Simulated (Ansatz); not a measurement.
# Heat carried by phonons in MgO (Periclase, Fm-3m), part 2 of 3

Aim: the lattice thermal conductivity of MgO (Periclase) against temperature, and which phonons carry it.

Experimental results on record:
- thermal conductivity 60 W/m/K near room temperature (given in “Combining the AFLOW GIBBS and Elastic Libraries to efficiently and robustly screen thermo-mechanical properties of solids”, 2017, arXiv:1611.05714)
- thermal conductivity 60 W/m/K near room temperature (given in “Predicting the lattice thermal conductivity of solids by solving the Boltzmann transport equation: AFLOW - AAPL an automated, accurate and efficient framework”, 2017, arXiv:1611.05481)

Ansatz 0.2.0; DFT PBEsol, scalar-relativistic, plane waves, PAW; PAW set soft_1.

So far. Step 2 (Probe on a coarse mesh): The start is under -0.24 GPa at this level and looks like an insulator or semiconductor on this mesh. Step 4 (Relaxing to small residual forces and stress): The residual pressure is -0.0053 GPa, small enough for phonons. The relaxed cell has a = 4.215 Å (conventional setting).

The database entry behind the starting cell differs from later determinations by our own check (about 0.1 % long), so it need not match the best structure at ambient conditions.

### 6. Anharmonic force constants and conductivity, k-mesh 9×9×9, q-mesh of the transport sums 15×15×15 (continued)

300 K; a sample spread over frequency. Mode lifetimes, by row, the first 40 of 90 rows:

```
    q1      q2       q3  branch  frequency (THz)  rms speed (km/s)  three-phonon rate (1/ps)  isotope rate (1/ps)  lifetime (ps)  mean free path (nm)
     0       0   0.0667       1            1.452              5.35                    0.0526              7.48e-6             19                  102
     0       0   0.1333       1            2.888              5.24                     0.186              2.13e-4           5.37                 28.1
     0  0.0667  -0.1333       2            3.915              5.84                     0.129              7.44e-4           7.71                   45
     0  0.1333      0.2       1            4.533              5.11                    0.0788              0.00142           12.5                 63.7
     0  0.1333  -0.1333       2            5.266              6.03                    0.0572              0.00286           16.6                  100
     0  0.1333   0.2667       1            5.583              4.58                     0.139              0.00396           6.98                   32
     0  0.0667  -0.2667       1            6.053              4.37                     0.547              0.00681           1.81                 7.89
     0  0.1333     -0.2       2            6.539              5.79                     0.066              0.00916           13.3                 77.1
     0  0.1333  -0.2667       1            6.726              4.04                     0.477               0.0134           2.04                 8.22
0.0667  0.1333      0.4       1            7.019              3.72                     0.385               0.0176           2.49                 9.24
     0  0.2667   0.3333       2             7.33              3.62                     0.122               0.0218           6.95                 25.2
     0     0.2      0.4       1            7.537              2.76                     0.165               0.0282           5.16                 14.2
     0  0.1333  -0.3333       1            7.641                 3                     0.429               0.0382           2.14                 6.41
     0  0.1333      0.4       2            7.852              4.06                     0.409               0.0477           2.19                  8.9
0.0667  0.2667   0.4667       1            8.015              2.51                     0.214               0.0574           3.68                 9.23
     0     0.2  -0.3333       1            8.112              2.06                     0.387               0.0794           2.14                 4.41
     0     0.4      0.4       1            8.179              1.23                     0.169               0.0813              4                  4.9
     0  0.3333   0.4667       1            8.272              1.19                     0.208                0.106           3.19                 3.78
0.0667     0.4   0.4667       1            8.374              1.85                     0.187                0.116           3.31                  6.1
0.0667  0.2667  -0.4667       1             8.43              1.74                     0.222                0.128           2.85                 4.95
0.0667  0.2667  -0.3333       1            8.536              1.33                     0.315                0.167           2.07                 2.76
0.0667     0.2   0.4667       2            8.597              3.59                      0.31                0.159           2.13                 7.65
0.0667  0.1333  -0.4667       2            8.678              2.16                     0.302                0.143           2.25                 4.86
0.0667     0.4     -0.4       1            8.761              1.82                     0.225                0.104           3.05                 5.55
     0  0.1333  -0.4667       2            8.897              2.35                      0.31                  0.1           2.44                 5.73
0.0667     0.2  -0.4667       2            9.107              2.68                     0.304               0.0868           2.56                 6.85
0.1333     0.4  -0.4667       2            9.261              3.02                     0.155               0.0746           4.35                 13.1
0.1333  0.2667  -0.4667       2            9.454              3.21                     0.219               0.0676           3.49                 11.2
     0     0.2     -0.4       2            9.652              3.22                     0.237               0.0695           3.26                 10.5
0.0667  0.2667     -0.4       2            9.932              2.88                     0.249               0.0634            3.2                 9.22
     0       0   0.2667       3            10.13              8.17                    0.0609               0.0403           9.88                 80.7
0.1333  0.3333  -0.3333       2            10.34              2.52                     0.217                0.064           3.56                 8.96
     0     0.2  -0.2667       3            10.64              0.24                     0.296              0.00654            3.3                0.803
     0     0.2   0.3333       3            10.75              4.94                     0.285               0.0479           3.01                 14.9
0.1333     0.4  -0.3333       2            10.82              2.96                     0.204               0.0681           3.67                 10.9
     0  0.0667   0.4667       3            10.91              1.63                     0.246              0.00898           3.92                  6.4
0.0667     0.2  -0.3333       3            10.96              1.73                     0.278              0.00874           3.48                 6.03
     0  0.1333  -0.4667       3            11.03              1.61                     0.292              0.00898           3.33                 5.34
     0     0.2     -0.4       3             11.1              1.82                     0.322              0.00818           3.03                 5.51
0.0667     0.2     -0.2       4            11.24              4.73                     0.221               0.0378           3.86                 18.2
```

Without the LO-TO term. Gamma linewidths, by row:

```
branch  frequency (cm⁻¹)  three-phonon rate (1/ps)  isotope rate (1/ps)  FWHM (cm⁻¹)
     4             387.1                     0.345               0.0573         2.13
     5             387.1                     0.345               0.0573         2.13
     6             387.1                     0.345               0.0573         2.13
```

W/m/K, third of the trace; RTA populations with a boundary rate v/L added to each mode (Matthiessen's rule). Kappa by grain size, by row:

```
T (K)   bulk  10 nm  30 nm  100 nm  300 nm  1000 nm  10000 nm  100000 nm
  100  197.4  6.826  16.39    36.7   65.69    105.2     171.5        194
  300  52.91  14.88  25.11   36.28   44.05    49.22     52.46      52.86
  600  28.52  12.28  18.08   23.19   26.08    27.64     28.42      28.51
```

W/m/K, third of the trace; RTA populations with the isotope rates scaled. Kappa by mass disorder, by row:

```
T (K)  no isotopes  as typed  variance x 3  variance x 10  variance x 30
  100        277.8     197.4           155          105.4          64.11
  300        62.81     52.91         43.52           31.6           21.9
  600         31.3     28.52         24.98          19.24           13.8
```

At 300 K the relaxation-time value is 53.3 W/(m K).

### 7. Anharmonic force constants and conductivity, k-mesh 12×12×12, q-mesh of the transport sums 25×25×25

Input file input.yaml:

```yaml
crystal:
  lattice:
    - [0.0, 2.1074831293, 2.1074831293]
    - [2.1074831293, 0.0, 2.1074831293]
    - [2.1074831293, 2.1074831293, 0.0]
  atoms:
    - { symbol: Mg, position: [0.0, 0.0, 0.0] }
    - { symbol: O, position: [0.5, 0.5, 0.5] }
kpoints:
  mp_grid: { grid: [12, 12, 12] }
hamiltonian:
  xc: pbesol
  pseudopotentials: { kind: paw, azcp: { folder: soft_1 }, xc_functional: pbe }
scf:
  occupations: { method: fixed }
  lower_state_search: "off"
output:
  eigenvalues: true
phonons:
  method: fd
  dielectric: true
  qmesh: [6, 6, 6]
  temperatures: { t_max: 1000, t_step: 50 }
  qpath:
    path:
      - [[0.0, 0.0, 0.0], [0.5, 0.0, 0.5], [0.5, 0.25, 0.75], [0.375, 0.375, 0.75], [0.0, 0.0, 0.0], [0.5, 0.5, 0.5], [0.625, 0.25, 0.625], [0.5, 0.25, 0.75], [0.5, 0.5, 0.5], [0.375, 0.375, 0.75]]
      - [[0.625, 0.25, 0.625], [0.5, 0.0, 0.5]]
    npoints: 10
  third_order: { supercell: [3, 3, 3], pair_cutoff: 3.13 }
  lattice_thermal_conductivity:
    qmesh: [25, 25, 25]
    temperatures: [100.0, 150.0, 200.0, 300.0, 400.0, 500.0, 600.0, 800.0]
    isotope_mass_variance:
      - { species: Mg, variance: 0.0007399 }
      - { species: O, variance: 3.359e-05 }
    solution: relaxation_time
```

The run is started by

```bash
$ ansatz run input.yaml --threads 18 --pin off --max-ram 92160MiB --backend cuda --events-out ev --progress --plain --runs-dir out --max-vram 78GiB
```

Run time: 4.4 min. Hardware: 1 × NVIDIA GB200 with 18 threads of Arm Neoverse V2, shared host; peak memory 2.3 GiB.

Numbers from this step:

* Γ frequencies: 0, 0, 0, 387.2, 387.2, 387.2 cm⁻¹ (negative: imaginary)
* zero-point energy: 0.1444 eV/cell
* highest frequency: 692.2 cm⁻¹
* κ at 300 K (relaxation time): 53.06 W/m/K
* mean free path at half of κ: 31.5 nm
* share of κ above the three lowest branches: 0.137

LO-TO term included. Phonon branches along the path, in cm⁻¹:

```
    point  branch 1  branch 2  branch 3  branch 4  branch 5  branch 6
        Γ         0         0         0       387       387       692
  halfway       213       213       319       410       410       606
        X       284       284       414       436       436       534
  halfway       310       315       403       436       451       521
        W       341       368       368       431       487       487
  halfway       308       372       385       420       478       503
        K       287       379       391       407       479       509
  halfway       211       250       344       365       421       626
        Γ         0         0         0       387       387       692
  halfway       179       179       320       378       378       660
        L       271       271       353       353       537       556
  halfway       279       315       374       418       486       537
        U       287       379       391       407       479       509
  halfway       308       372       385       420       478       503
        W       341       368       368       431       487       487
  halfway       287       322       383       428       473       531
        L       271       271       353       353       537       556
  halfway       279       315       374       418       486       537
        K       287       379       391       407       479       509
jump to U       287       379       391       407       479       509
  halfway       285       315       409       428       451       528
        X       284       284       414       436       436       534
```

The lattice thermal conductivity, RTA xx by temperature:

```
temperature (K)  lattice thermal conductivity, RTA xx (W/m/K)
            100                                           221
            150                                           109
            200                                          77.8
            300                                          53.1
            400                                          41.1
            500                                          33.7
            600                                          28.6
            800                                          22.0
```

The modes has structure finer than the step of the table below, so its rows give means over 25 cm⁻¹, whole bins alone (the curve runs from -10 to 722 cm⁻¹). Peaks (cm⁻¹: height): Mg 280.0: 0.023, 404.2: 0.0171; O 399.6: 0.0203, 528.5: 0.0105.

Phonopy on the run's constants, 21x21x21 mesh, Gaussian sigma 5.2 cm⁻¹. Table of modes by wavenumber; means over each step; values in 1/cm⁻¹/cell:

```
wavenumber (cm⁻¹)       Mg        O
               25   2.4e-5   1.5e-5
               50   9.5e-5   6.2e-5
               75   2.6e-4   1.7e-4
              100   4.9e-4   2.9e-4
              125   7.8e-4   4.4e-4
              150  0.00122   6.5e-4
              175  0.00192   9.1e-4
              200  0.00306  0.00126
              225  0.00480  0.00158
              250  0.00876  0.00200
              275   0.0193  0.00226
              300   0.0151  0.00161
              325  0.00944  0.00105
              350  0.00739  0.00431
              375  0.00748   0.0172
              400   0.0141   0.0194
              425   0.0108   0.0166
              450  0.00312  0.00985
              475  0.00248  0.00709
              500  0.00132  0.00447
              525   8.9e-4  0.00959
              550  0.00115  0.00702
              575  0.00150  0.00415
              600  0.00145  0.00292
              625  0.00129  0.00223
              650  0.00105  0.00167
              675   6.4e-4   9.8e-4
              700   6.9e-5   1.1e-4
```

Distinct triplets, nearest first. Third order norms, by row:

```
   sites  side 1 (Å)  side 2 (Å)  side 3 (Å)  norm of the 27 components (eV/Å³)
Mg-Mg-Mg           0           0           0                                  0
   O-O-O           0           0           0                                  0
  Mg-O-O           0        2.11        2.11                              21.01
 Mg-O-Mg           0        2.11        2.11                                 21
  Mg-O-O        2.11        2.11        2.98                              0.334
 Mg-O-Mg        2.11        2.11        2.98                              0.626
Mg-Mg-Mg           0        2.98        2.98                              3.866
Mg-Mg-Mg        2.98        2.98        2.98                                0.1
   O-O-O           0        2.98        2.98                              2.828
   O-O-O        2.98        2.98        2.98                              0.259
```

Born charge (rows field, columns displacement) (e), principal values of the symmetric part by kind of site:

```
atom  atoms with these values    low  middle   high   mean
 Mg1                        1   1.98    1.98   1.98   1.98
  O2                        1  -1.98   -1.98  -1.98  -1.98
```

In full for O2:

```
-1.98  0.00  0.00
 0.00 -1.98  0.00
 0.00  0.00 -1.98
```

RTA, 300 K. Kappa by branch, by row:

```
branch (by rank)  mean frequency (THz)  mean rms speed (km/s)  median lifetime (ps)  share of kappa
               1                  7.71                   2.57                  3.06           0.155
               2                  8.59                   3.64                  4.17           0.402
               3                 11.02                   2.82                  3.35           0.305
               4                 12.18                   2.07                  2.85           0.049
               5                 13.31                   2.47                  2.79           0.072
               6                    17                   2.81                 0.756           0.016
```

Table of spectral kappa at 300 K, relaxation time (W/m/K/THz) by frequency; read off at these points:

```
frequency (THz)  spectral kappa at 300 K, relaxation time (W/m/K/THz)
           0.25                                                     0
           1.25                                                  4.22
           1.75                                                  9.55
           2.25                                                  1.32
           2.75                                                  5.09
           3.25                                                  2.90
           4.25                                                  3.45
           5.25                                                  4.68
           6.25                                                  3.54
           7.25                                                  5.83
           8.25                                                  4.00
           9.25                                                  5.53
          10.25                                                  4.34
          10.75                                                  3.76
          11.75                                                  3.34
          12.75                                                  2.43
          13.75                                                  1.61
          14.75                                                 0.572
          15.75                                                 0.346
          16.75                                                 0.274
          17.75                                                 0.153
          18.75                                                0.0528
          19.75                                               0.00894
          20.75                                                2.3e-4
```

Relaxation-time solution. Table of share of κ carried by shorter paths by mean free path:

```
mean free path (nm)  100 K  300 K  800 K
              0.464      0      0  0.001
              0.681      0      0  0.003
                  1      0      0  0.013
               1.47      0  0.001  0.034
               2.15      0  0.005  0.075
               3.16      0  0.017  0.162
               4.64      0  0.034  0.271
               6.81  0.001  0.081  0.394
                 10  0.001  0.175  0.526
               14.7  0.004  0.293  0.633
               21.5  0.008  0.407  0.724
               31.6  0.021    0.5  0.808
               46.4   0.04  0.598  0.867
               68.1  0.057  0.691  0.882
                100  0.091  0.774  0.903
                147  0.131  0.825  0.922
                215  0.177   0.84  0.922
                316  0.229  0.858  0.938
                464  0.299  0.896  0.938
                681  0.382  0.896      1
               1000   0.47  0.918      1
               1470  0.503  0.918      1
               2150  0.581      1      1
               3160  0.588      1      1
               4640   0.74      1      1
               6810   0.74      1      1
              10000   0.74      1      1
              14700  0.818      1      1
              21500   0.87      1      1
              31600      1      1      1
```

[end of part 2 of 3]

[Logs are printed without paths, hosts, clocks, repeated set-up lines and the standing remarks that a program may print on its own settings, such as how far it seeks lower states.]

[Hosts, paths, dates, database ids (printed as entryN), source tags and the programs' standing remarks are cut or masked in the printed files.]

[A step with changed settings may run another functional than the one named; its input shows which.]
